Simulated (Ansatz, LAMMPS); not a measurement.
# Ionic liquid triethylsulfonium methanesulfonate with Li salt, from a frame at 450 K (189 atoms): geometry optimisation, part 3 of 3

How does ionic liquid triethylsulfonium methanesulfonate with Li salt, from a frame at 450 K (189 atoms) relax, and what do bonds, charges and levels look like afterwards?

Ansatz 0.2.0; Kohn-Sham DFT, PBE+D3(BJ), PAW (set soft_2), plane waves.

The cell: 43 C, 13 S, 111 H, 21 O and 1 Li. The network of contacts between molecules at the start is that of the classical potential that made the cell. The density was typed from a rule of thumb and may lie off the real one at this temperature. The Brillouin zone is sampled at Γ only, in a cell whose shortest periodic width is 12 Å.

So far, density (g/cm³): step 5 (local order after relaxation) 1.20.

## 6. Single point at the relaxed geometry

The electronic structure is read at the final geometry, in a run of its own.

Contents of input.yaml:

```yaml
crystal:
  lattice:
    - [12.42715, 0.0, 0.0]
    - [0.0, 12.42715, 0.0]
    - [0.0, 0.0, 12.42715]
  atoms:
    - { symbol: C, position: [0.06872, 0.13357, 0.39897] }
    - { symbol: C, position: [0.05488, 0.01201, 0.3993] }
    - { symbol: S, position: [0.16881, 0.94617, 0.46367] }
    - { symbol: C, position: [0.14206, 0.80443, 0.44023] }
    - { symbol: C, position: [0.17997, 0.77028, 0.32912] }
    - { symbol: C, position: [0.13634, 0.96439, 0.60474] }
    - { symbol: C, position: [0.2235, 0.9209, 0.67835] }
    - { symbol: H, position: [0.99452, 0.16991, 0.36791] }
    - { symbol: H, position: [0.13455, 0.15808, 0.34558] }
    - { symbol: H, position: [0.08406, 0.16687, 0.47923] }
    - { symbol: H, position: [0.0531, 0.97931, 0.31696] }
    - { symbol: H, position: [0.98384, 0.98606, 0.44508] }
    - { symbol: H, position: [0.18744, 0.76225, 0.50359] }
    - { symbol: H, position: [0.05547, 0.79103, 0.45181] }
    - { symbol: H, position: [0.26778, 0.77725, 0.32334] }
    - { symbol: H, position: [0.15877, 0.68509, 0.3186] }
    - { symbol: H, position: [0.14306, 0.81757, 0.26429] }
    - { symbol: H, position: [0.05635, 0.92917, 0.61697] }
    - { symbol: H, position: [0.13097, 0.05235, 0.61318] }
    - { symbol: H, position: [0.23784, 0.83436, 0.66856] }
    - { symbol: H, position: [0.29948, 0.96384, 0.66488] }
    - { symbol: H, position: [0.19918, 0.93655, 0.76192] }
    - { symbol: C, position: [0.4468, 0.7017, 0.17401] }
    - { symbol: C, position: [0.53166, 0.68675, 0.26058] }
    - { symbol: S, position: [0.59154, 0.81507, 0.29931] }
    - { symbol: C, position: [0.7123, 0.77806, 0.37455] }
    - { symbol: C, position: [0.80026, 0.86165, 0.36072] }
    - { symbol: C, position: [0.49603, 0.86286, 0.39986] }
    - { symbol: C, position: [0.53419, 0.96585, 0.4535] }
    - { symbol: H, position: [0.48167, 0.73451, 0.09976] }
    - { symbol: H, position: [0.38139, 0.75505, 0.19971] }
    - { symbol: H, position: [0.41032, 0.62324, 0.15519] }
    [... 151 atom lines left out ...]
    - { symbol: O, position: [0.15654, 0.37475, 0.73704] }
    - { symbol: O, position: [0.18461, 0.20709, 0.63644] }
    - { symbol: H, position: [0.96879, 0.29428, 0.63843] }
    - { symbol: H, position: [0.96964, 0.16203, 0.6979] }
    - { symbol: H, position: [0.95044, 0.27742, 0.78231] }
    - { symbol: Li, position: [0.11094, 0.23546, 0.97948] }
kpoints:
  mp_grid: { grid: [1, 1, 1] }
hamiltonian:
  xc: pbe
  dispersion: d3bj
scf:
  occupations: { method: fixed }
output:
  forces: true
  stress: true
  populations: true
  dos:
    method: { smearing: { sigma: 0.1 } }
    de: 0.1
    projected: { site_lists: { C: [C], H: [H], Li: [Li], O: [O], S: [S] } }
  eigenvalues: true
  write_density: true
  write_potential: true
  volumetric_format: npy
  elf: true
```

Command:

```
> ansatz run input.yaml --threads 4 --pin off --max-ram 8192MiB --backend cpu --events-out ev --progress --plain --runs-dir out
```

Numbers of over 12 decimals in the logs are rounded to 6 here.

The program printed:

```text
[...]
Crystal: 189 atoms, lattice volume = 1919.175 Å³
Basis set: ecut = 420 eV, 37529 PW (Γ), exchange–correlation on 180×180×180 points (8 copies of the dense FFT grid, shifted against one another)
Bands: 434, of which v1, the nominal top of the filled ones, is band 245 counted from 1 (244 counted from 0)
Symmetry: 1 space group operations
[...]
k-points: 1
[...]
SCF iter   1: F=—  HF=-36426.034670 eV  |F-HF|=—  |Δ(HF+E_count)|=         —  Δρ=4.33e-3  dr2=6.79e-1  ethr=1.77e-3  ⟨swp⟩=4.0  Hψ=1630  notcnv=0  defer=183
[...]
SCF iter  10: F=-36425.826740 eV  HF=-36425.826740 eV  |F-HF|=4.92e-8  |Δ(HF+E_count)|=   1.84e-8  Δρ=2.08e-6  dr2=7.36e-8  ethr=2.04e-11  ⟨swp⟩=20.0  Hψ=4214  notcnv=0
SCF 1 converged in 10 iterations: F = -36425.826740 eV  dr2 = 7.36e-8
[...]
WARN: The input density's exchange-correlation potential varies sharply where the density is thin. Do not read a vacuum level from v_tot or v_xc, or from such a field of the output density. On a cell that repeats whose density bears no net charge and no dipole along the vacuum's axis use v_es (v_loc + v_h of the components); [...]
SCF converged after 10 iterations
Free energy (F): -36425.826740 eV
[...]
Internal energy: -36425.826740 eV  (E = F + TS)
E sigma→0 (E₀):  -36425.826740 eV
Fermi energy:    0.186180 eV
[...]
--- Forces (eV/Å), atoms counted from 1 ---
  atom   1  C     -0.00223274     0.00055736    -0.00253415
  atom   2  C      0.00055800     0.00130206    -0.00113736
  atom   3  S     -0.00940393    -0.00019293    -0.00320903
  atom   4  C      0.00540747    -0.00530644     0.00507914
  atom   5  C      0.00271071    -0.00141306     0.00057346
  atom   6  C     -0.00102784     0.00491518    -0.00333514
  atom   7  C      0.00599327    -0.00610860     0.00692684
  atom   8  H      0.00753380    -0.00275429     0.00469890
  atom   9  H     -0.00600151    -0.00350783     0.00352488
  atom  10  H      0.00005326    -0.00111955    -0.00653833
  atom  11  H     -0.00031462     0.00136637     0.00215641
  atom  12  H      0.00522313     0.00076469    -0.00285313
  atom  13  H     -0.00334288     0.00236721    -0.00631481
  atom  14  H     -0.00181798     0.00046458     0.00044362
[...]
atom 188  H      0.01248966    -0.00640708    -0.01939192
  atom 189  Li    -0.00183523    -0.00021866    -0.00486850
  max |Σ_I F_I| component: 3.11e-4 eV/Å
--- Stress (GPa, compression-positive) ---
       -0.435483       0.104500       0.089612
        0.104500      -0.186373      -0.151668
        0.089612      -0.151669      -0.323576
  P = ⅓ Tr σ = -0.3151 GPa (-3.151 kbar)
--- Band table (eV) ---
[...]
--- Löwdin populations: 189 sites ---
  site symbol       q [e]
     0      C      4.4495
     1      C      4.3475
     2      S      5.2371
[...]
188     Li      2.2538
  spilling = 0.017045 (of n_electrons = 490.000000)
```

Elapsed: 13 s, on 4 threads of AMD EPYC 9R45, shared host; peak memory 2.8 GiB; 49 s of CPU time.

The program notes that the exchange-correlation potential is rough where the density is thin.

The run gave:

```
free energy                                      : -36425.8267 eV
free energy per atom                             : -192.7292 eV/atom
SCF cycles                                       : 10
pressure                                         : -0.3151 GPa
r.m.s. force component                           : 0.00823 eV/Å
longest force                                    : 0.05871 eV/Å
Fermi energy                                     : 0.1862 eV
gap (highest filled to lowest empty level) : 3.471 eV
spilling of the projection                       : 0.01705
```

Löwdin charges by element and coordination (they lack the spilled electrons, 0.044 e an atom on average):

| element | coordination | atoms | mean charge (e) | spread | least | most |
| --- | --- | --- | --- | --- | --- | --- |
| C | all | 43 | -0.441 | 0.109 | -0.666 | -0.337 |
| H | all | 111 | 0.208 | 0.0193 | 0.159 | 0.245 |
| Li | all | 1 | 0.746 | 0 | 0.746 | 0.746 |
| O | all | 21 | -0.819 | 0.0118 | -0.839 | -0.797 |
| O | 1 | 17 | -0.816 | 0.0108 | -0.832 | -0.797 |
| O | 2 | 4 | -0.832 | 0.0046 | -0.839 | -0.827 |
| S | all | 13 | 1.59 | 0.769 | 0.745 | 2.31 |
| S | 3 | 6 | 0.761 | 0.0125 | 0.745 | 0.780 |
| S | 4 | 7 | 2.30 | 0.0041 | 2.29 | 2.31 |

States in the cell by windows of 1 eV, zero at the Fermi level; the larger projections on atomic orbitals stand beside the total:

| from (eV) | to (eV) | total | C p | O p | H s | S p |
| --- | --- | --- | --- | --- | --- | --- |
| -10 | -9 | 11.9 | 3.2 | 0.1 | 3.4 | 0.6 |
| -9 | -8 | 14.1 | 1.7 | 3.4 | 1.8 | 0.3 |
| -8 | -7 | 9.1 | 5.2 | 0.2 | 1.9 | 1.3 |
| -7 | -6 | 43.0 | 24.3 | 2.2 | 9.2 | 5.4 |
| -6 | -5 | 58.1 | 21.8 | 14.6 | 8.4 | 7.5 |
| -5 | -4 | 71.1 | 41.2 | 6.1 | 18.7 | 2.5 |
| -4 | -3 | 52.4 | 27.1 | 2.9 | 17.4 | 3.9 |
| -3 | -2 | 38.6 | 5.8 | 21.3 | 4.0 | 5.7 |
| -2 | -1 | 39.2 | 4.2 | 31.0 | 1.2 | 1.1 |
| -1 | 0 | 21.0 | 1.0 | 19.2 | 0.2 | 0.1 |
| 0 | 1 | 1.6 | 0.0 | 1.5 | 0.0 | 0.0 |
| 1 | 3 | 0.0 | 0.0 | 0.0 | 0.0 | 0.0 |
| 3 | 4 | 8.6 | 2.2 | 0.0 | 0.8 | 2.8 |
| 4 | 5 | 20.0 | 4.9 | 0.1 | 2.9 | 5.4 |

With fixed occupations the program's Fermi level is the highest filled level; weight inside the gap is the broadening of levels at its edges.

Between -26 and -10 eV lie 128 more states.

The levels nearest the highest filled one (over half full), pooled over k-points and spins:

| level less the highest filled one (eV) | occupation |
| --- | --- |
| -0.218 | 2 |
| -0.179 | 2 |
| -0.170 | 2 |
| -0.0648 | 2 |
| -0.0222 | 2 |
| 0 | 2 |
| 3.47 | 0 |
| 3.68 | 0 |
| 3.72 | 0 |
| 3.96 | 0 |
| 4.03 | 0 |
| 4.18 | 0 |

Electrostatic potential energy in the bc plane at fractional x = 0.069, with atoms of C and H and S and O within 0.2 Å of it. With pseudopotentials it is smooth inside the atoms' cores, unlike the true potential.

Ten even steps from '0' (-36 eV) to '9' (7 eV), each cell a mean:
```
57899986568999999998642468999999875
47899998889999998887200038999999975
52699999999999998777300038999999998
75799999999999962588754589999999999
99999999888999975799988899999999999
99999997656899999999999999999999999
99999987545899999999999999999999999
99999998767899999999999999999999999
89999999999999999999999999999997458
89999999999999952555668999999997347
99999999999999963410347999999999888
99999778999999998865789999998999888
78887328999999999888899999844888888
12541158999999999877899999844888873
00420038999999998312899999988999871
45774579999999997100799999999999973
68999999999999999757999999999999962
99999999999999999999999999999999998
99999999999999999999999999999999999
99999999999998899999999999999997325
89999999999998899999998899999994001
46899999999999999999862368999998423
14799999999999999999820038999999851
36899987678999999999863368999999864
```
Columns run along b (12.4 Å; values clipped at the 3rd and 97th percentile), rows up along c (12.4 Å). Atoms in or near the plane, at fractional coordinates: C at (0.13, 0.40), C at (0.01, 0.40), H at (0.17, 0.48), H at (0.98, 0.32), H at (0.79, 0.45), H at (0.93, 0.62), S at (0.64, 0.91), H at (0.46, 0.83), O at (0.52, 0.35), H at (0.46, 0.58), O at (0.94, 0.14), H at (0.03, 0.87).

ELF in the bc plane at fractional x = 0.069, with atoms of C and H and S and O within 0.2 Å of it. It is the smooth field of the valence electrons, not physical close to the nuclei.

Values in units of 1e-1, 13 rows by 16 columns, each cell a mean:
```
7.2 2.1 0.2 1.2 0.6 0.1 0.8 5.2 3.7 6.1 6.4 6.3 1.4 0.5 3.4 6.3
9.8 5.3 1.8 3.4 0.9 0.1 2.6 8.0 6.3 6.2 6.4 9.4 3.8 0.4 2.9 5.6
4.6 1.1 1.8 3.0 2.7 1.3 2.0 6.4 4.2 1.3 4.2 4.3 0.6 0.1 0.1 1.3
0.3 0.1 0.8 5.9 7.8 2.6 3.4 0.6 0.1 0.1 0.1 0.0 0.1 0.1 0.7 0.9
4.7 2.2 0.4 1.7 2.6 0.7 1.2 4.4 3.4 3.9 3.1 0.1 0.0 1.4 8.3 8.1
3.5 1.7 1.2 0.6 0.2 0.1 5.6 9.8 7.2 9.2 8.2 0.5 0.6 0.9 5.8 6.1
2.2 3.2 9.5 8.0 1.0 0.0 0.9 3.1 4.5 4.4 1.9 1.9 8.1 5.5 1.4 2.8
4.6 7.2 4.9 5.1 0.6 0.0 0.6 4.0 5.8 3.7 0.4 1.6 7.7 6.2 1.4 5.4
7.7 4.4 5.8 3.3 0.2 0.0 1.2 7.1 6.9 6.1 0.5 0.7 1.2 1.0 1.8 9.0
2.9 0.3 0.9 1.5 2.3 0.9 0.7 2.5 5.0 2.2 0.3 0.4 2.4 2.3 0.9 3.9
3.6 0.5 0.5 5.1 6.4 5.8 7.8 1.5 0.1 0.5 1.9 0.8 0.1 1.9 7.1 7.4
4.3 4.2 4.8 0.7 0.9 2.0 2.9 0.5 1.4 4.7 5.4 4.1 0.9 2.7 7.2 6.6
6.4 3.4 3.9 0.6 0.3 0.3 0.3 0.9 0.9 4.9 5.4 4.8 1.3 0.2 1.9 6.4
```
Columns run along b (12.4 Å), rows up along c (12.4 Å). Atoms in or near the plane, at fractional coordinates: C at (0.13, 0.40), C at (0.01, 0.40), H at (0.17, 0.48), H at (0.98, 0.32), H at (0.79, 0.45), H at (0.93, 0.62), S at (0.64, 0.91), H at (0.46, 0.83), O at (0.52, 0.35), H at (0.46, 0.58), O at (0.94, 0.14), H at (0.03, 0.87).

Mean Löwdin charges: C -0.44, H +0.21, Li +0.75, O -0.82, S +1.59 e (they miss 1.7 % of the electrons, so they add up to more than the cell's charge).

Local excerpt of 8 atoms (numbers count through the whole input) about Li189, the only Li atom; x, y, z are measured from there.

| atom | x | y | z | distance (Å) | bonds | Löwdin charge (e) |
| --- | --- | --- | --- | --- | --- | --- |
| Li189 | 0.00 | 0.00 | 0.00 | 0.00 | 4 | 0.75 |
| O168 | 0.94 | 1.60 | 0.64 | 1.96 | 2 | -0.83 |
| O183 | 0.54 | -0.44 | -1.83 | 1.96 | 2 | -0.83 |
| O176 | 0.39 | -1.55 | 1.15 | 1.98 | 2 | -0.83 |
| O151 | -2.02 | 0.41 | 0.04 | 2.06 | 2 | -0.84 |
| H156 | -1.16 | 0.07 | 2.66 | 2.90 | 1 | 0.21 |
| H180 | -0.68 | -2.51 | -1.30 | 2.91 | 1 | 0.21 |
| H154 | -1.03 | 1.81 | 2.28 | 3.09 | 1 | 0.21 |

The column of bonds counts only the pairs H-C within 1.34 Å, C-C within 1.85 Å, C-S within 2.21 Å, O-S within 1.88 Å, O-Li within 2.48 Å; other neighbours, such as metal atoms beside each other in a compound, aren't counted, and periodic images can show an atom twice.

## 7. A run with a doubtful setting

The input is spoilt on purpose; the run shows how that looks.

input.yaml, the sections that differ from step 6:

```yaml
crystal:
  lattice:
    - [12.42715, 0.0, 0.0]
    - [0.0, 12.42715, 0.0]
    - [0.0, 0.0, 12.42715]
  atoms:
    [... the 189 atom lines of step 3 ...]
scf:
  occupations: { method: methfessel_paxton, width: 2.0 }
  max_iter: 60
output:
  forces: true
# kpoints, hamiltonian: as in step 6
```

The program printed:

```text
band count auto-derived: 570, from the close of a first SCF at 434 (N_el = 490.0; filled up to band 245; 434 by the electrons, moments and atoms)
[...]
Crystal: 189 atoms, lattice volume = 1919.175 Å³
Basis set: ecut = 420 eV, 37529 PW (Γ), exchange–correlation on 180×180×180 points (8 copies of the dense FFT grid, shifted against one another)
Bands: 434, of which v1, the nominal top of the filled ones, is band 245 counted from 1 (244 counted from 0)
Symmetry: 1 space group operations
[...]
k-points: 1
[...]
SCF iter   1: F=—  HF=-36406.634161 eV  |F-HF|=—  |Δ(HF+E_count)|=         —  Δρ=8.25e-3  dr2=4.06e0  ethr=1.77e-3  ⟨swp⟩=7.0  Hψ=2089  notcnv=0
[...]
SCF iter  12: F=-36405.323978 eV  HF=-36405.323979 eV  |F-HF|=2.61e-8  |Δ(HF+E_count)|=   8.87e-8  S|Δr|=    0.00e0  Δρ=1.57e-6  dr2=6.77e-8  ethr=2.04e-11  ⟨swp⟩=16.0  Hψ=1984  notcnv=0
SCF 1, on 434 bands, converged in 12 iterations: F = -36405.323978 eV; the run's SCF on all bands comes behind
[...]
The result of the SCF on 434 bands, without a stress, told ahead of the SCF on all bands, whose result is the run's:
SCF converged after 12 iterations
Stability not checked: this state was not tested for a lower state beside it, because cold or Methfessel-Paxton smearing, or corrected tetrahedra, fill the levels in a way that the test cannot read (fill_not_monotonic; see scf.lower_state_search)
Free energy (F): -36405.323978 eV
[...]
Internal energy: -36415.093210 eV  (E = F + TS)
E sigma→0 (E₀):  -36407.766286 eV
Entropy (-TS):   9.769232 eV (51.689 meV/atom)
Fermi energy:    1.618356 eV
Step filling:    the computed levels leave a gap of 2.1150 eV = 1.1 smearing widths at the electron count; against every level under it full and every level over it empty, smearing changes F+E_penalty+E_count by +4707.703 meV and its σ→0 estimate by +2265.395 meV
[...]
--- Forces (eV/Å), atoms counted from 1 ---
  atom   1  C     -0.61436571     4.84635978     0.93633980
  atom   2  C      1.00074541     0.37392968     1.01144427
  atom   3  S     -3.15179183    -0.29932198     0.91897085
  atom   4  C     -0.99968017     1.65881819    -2.69963161
  atom   5  C      3.06772023     0.14885190    -1.33788333
  atom   6  C      1.29139208     0.30364666     2.07951511
  atom   7  C     -1.52911219    -1.10525134    -1.71461727
  atom   8  H      0.21425582    -0.74820545     0.78764157
  atom   9  H      0.76114057    -1.01107090    -0.27833398
  atom  10  H     -0.34152553    -1.32525729    -1.91039745
  atom  11  H     -0.03229415    -0.90079975    -0.90410123
  atom  12  H      0.21673982    -0.38992901     0.04713161
  atom  13  H     -0.00454387    -0.82361558     2.00661120
  atom  14  H      1.53645754    -0.68387061     0.71901983
[...]
atom 188  H     -0.33459425     2.13840620    -0.11135494
  atom 189  Li     0.41313170     0.12502858     0.06666700
  max |Σ_I F_I| component: 1.68e-4 eV/Å
--- Band table (eV) ---
[...]
Bands: 570, of which v1, the nominal top of the filled ones, is band 245 counted from 1 (244 counted from 0)
[...]
SCF iter   1: F=—  HF=-36405.321085 eV  |F-HF|=—  |Δ(HF+E_count)|=         —  Δρ=1.80e-6  dr2=7.59e-8  ethr=1.27e-7  ⟨swp⟩=14.0  Hψ=5393  notcnv=0
eigensolver tolerance schedule: the retry pair's looser diagonalisation over-reported the residual by 8199.28 of it (diagonalisation noise at 0.51 of the residual, at the tolerance the schedule requests for it); recorded, not acted on — ethr = c·dr2/N_el stays at c = 1.0e-1
[...]
SCF iter   2: F=—  HF=-36405.323979 eV  |F-HF|=—  |Δ(HF+E_count)|=   2.89e-3  S|Δr|=    0.00e0  Δρ=1.84e-6  dr2=8.07e-8  ethr=1.55e-11  ⟨swp⟩=9.0  Hψ=2172  notcnv=0
SCF iter   3: F=-36405.323979 eV  HF=-36405.323979 eV  |F-HF|=1.14e-8  |Δ(HF+E_count)|=   1.99e-8  S|Δr|=    0.00e0  Δρ=7.39e-7  dr2=1.45e-8  ethr=1.55e-11  ⟨swp⟩=2.0  Hψ=1621  notcnv=0
SCF 2 converged in 3 iterations: F = -36405.323979 eV  dr2 = 1.45e-8
SCF converged after 15 iterations (12 of them on 434 bands)
[...]
Free energy (F): -36405.323979 eV
[...]
Internal energy: -36415.093407 eV  (E = F + TS)
E sigma→0 (E₀):  -36407.766336 eV
Entropy (-TS):   9.769429 eV (51.690 meV/atom)
Fermi energy:    1.618339 eV
[...]
--- Forces (eV/Å), atoms counted from 1 ---
  atom   1  C     -0.61435342     4.84636820     0.93633956
  atom   2  C      1.00074716     0.37391682     1.01144235
  atom   3  S     -3.15180439    -0.29932017     0.91897536
  atom   4  C     -0.99966844     1.65882073    -2.69964525
  atom   5  C      3.06771783     0.14885420    -1.33788187
  atom   6  C      1.29139915     0.30364078     2.07951262
  atom   7  C     -1.52910139    -1.10525844    -1.71460682
  atom   8  H      0.21425599    -0.74820419     0.78764612
  atom   9  H      0.76114726    -1.01107026    -0.27833436
  atom  10  H     -0.34152330    -1.32525588    -1.91039690
  atom  11  H     -0.03229565    -0.90080068    -0.90411016
  atom  12  H      0.21673355    -0.38992795     0.04713800
  atom  13  H     -0.00454583    -0.82362038     2.00661054
  atom  14  H      1.53645828    -0.68387668     0.71901704
[...]
atom 188  H     -0.33459778     2.13840195    -0.11135388
  atom 189  Li     0.41311678     0.12501903     0.06666175
  max |Σ_I F_I| component: 5.10e-5 eV/Å
--- Band table (eV) ---
[...]
```

Wall time 26 s (4 threads); peak memory 3.2 GiB.

The SCF closed, but on a changed input, so its numbers are not taken as the system's.

The fault in the input: a smearing of electronvolts (scf.occupations.method = "methfessel_paxton" and scf.occupations.width = 2.0). The fix is to set scf.occupations.method back to "fixed" and take out scf.occupations.width.

How far it lies from the reference, the single point at the start:

* r.m.s. difference of force components: 108.9 meV/Å
* longest difference of force vectors: 831.3 meV/Å
* force difference over r.m.s. force: 8.938 %

## 8. Summary of results

```yaml
energy_change_in_the_relaxation: -84.43 meV/atom
r_m_s_displacement: 1.515 Å
largest_displacement: 3.815 Å
free_energy_per_atom: -192.7292 eV/atom
pressure: -0.3151 GPa
r_m_s_force_component: 0.00823 eV/Å
spacing_of_highest_filled_and_lowest_empty_level: 3.471 eV
wall_time_of_the_4_dft_runs: 7.4 min
```

**Reading.** Relaxation lowers the energy by 84.4 meV/atom and moves atoms by 1.5 Å r.m.s.; the r.m.s. force component goes from 1.2 to 0.0082 eV/Å, the pressure goes from 2.3 to -0.32 GPa, and the gap from 1.38 to 3.47 eV. By the final cutoffs no bond was broken or made. From the first step to the last the energy fell by 15.957 eV, and the largest move was 3.81 Å (H8). The O-Li bonds change most in mean length: from 1.916 Å (spread 0.032) to 1.989 Å (spread 0.040). With the cutoffs above, all C atoms have 4, all H atoms have 1, all Li atoms have 4 and 81 % of O atoms have 1 bonded neighbour. The highest filled and lowest empty levels differ by 3.47 eV (at Γ alone); a semilocal functional tends to put such gaps too low. In a disordered cell it changes from sample to sample and from frame to frame.

What to keep in mind: The network of contacts between molecules at the start is that of the classical potential that made the cell; in DFT atoms moved by 1.5 Å r.m.s.

[Logs are printed without paths, hosts, clocks, repeated set-up lines and the standing remarks that a program may print on its own settings, such as how far it seeks lower states.]

[Hosts, paths, dates, database ids (printed as entryN), source tags and the programs' standing remarks are cut or masked in the printed files.]
